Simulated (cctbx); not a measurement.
# Which space group?

Cell: a = 7.9020 Å, b = 7.9020 Å, c = 23.4980 Å, α = 90.00°, β = 90.00°, γ = 90.00°. Expected content of the cell: I24 Zn8 Ca4.

Simulated single-crystal data (cctbx): Mo Kα, λ = 0.71073 Å, to d = 0.84 Å, 50 % of the full sphere, strongest reflection 70000 counts, noise from counting, a 2 % proportional error and a noise floor of 4 counts (s.d.); no absorption.

A first pass over the reflections prints:

```text
5147 reflections to d = 0.841 A
centring   violations  <I/sigma> of those
    A       1788 of  2585     12.5
    B       1815 of  2593     12.7
    C       2039 of  2548     18.6
    I       2122 of  2535     18.7
    R       2721 of  3434     17.8
    F       2821 of  3863     14.6
Laue class    unique    Rint  (classes that these axes allow; Friedel mates merged)
P -1             3869   0.017
P 1 2/m 1        2545   0.019
P 1 1 2/m        2476   0.019
P 2/m 1 1        2541   0.018
P m m m          1501   0.021
P 4/m            1333   0.021
P 4/m m m         846   0.022
space group    extra absences  I>4sigma  <I/sigma>
P 4 2 2                 0          0         -  acentric
P 4 21 2               11          0       0.3  acentric
P 4 m m                 0          0         -  acentric
P 4 b m               430          0      -0.0  acentric
P -4 2 m                0          0         -  acentric
P -4 21 m              11          0       0.3  acentric
P -4 m 2                0          0         -  acentric
P -4 b 2              430          0      -0.0  acentric
P 4/m m m               0          0         -  centric
P 4/m b m             430          0      -0.0  centric
Wilson B = 0.30 A^2   <|E^2-1|> = 0.952 (0.968 centric, 0.736 acentric)   E^2>4: 2.2 %
shell (A)         n   <I/sigma>
23.51 - 1.68    133     31.7
 1.68 - 1.33    108     38.0
 1.33 - 1.17    108     43.1
 1.17 - 1.06    104     38.8
 1.06 - 0.98     91     41.0
 0.98 - 0.93    106     42.9
 0.93 - 0.88     93     38.6
 0.88 - 0.84    103     35.8
```

Q: Read the symmetry from these tables.

Every centring test has many violations, so the lattice is primitive.

Rint stays low (0.017 to 0.022) up to P 4/m m m, the highest class in these axes.

10 settings pass the absence test. The most absences obeyed, 430, belong to P 4 b m, P -4 b 2 and P 4/m b m, which absences can't tell apart.

⟨|E²−1|⟩ = 0.952 leans to a centrosymmetric structure. Here that hint misleads: the statistic assumes many like atoms on general positions, and few, heavy or special-position atoms break it. The Wilson B of 0.30 Å² means U ≈ 0.0038 Å².

The true group is P-4b2 (no. 117), Laue class 4/mmm, non-centrosymmetric. The tables only narrow the choice to the tied entries; cell content, site symmetry and trial solutions must settle it.

The model is made up (kin elements in a known structure type, no relaxation), so it says nothing on whether the phase exists.

[Logs are printed without paths, hosts, clocks, repeated set-up lines and the standing remarks that a program may print on its own settings, such as how far it seeks lower states.]
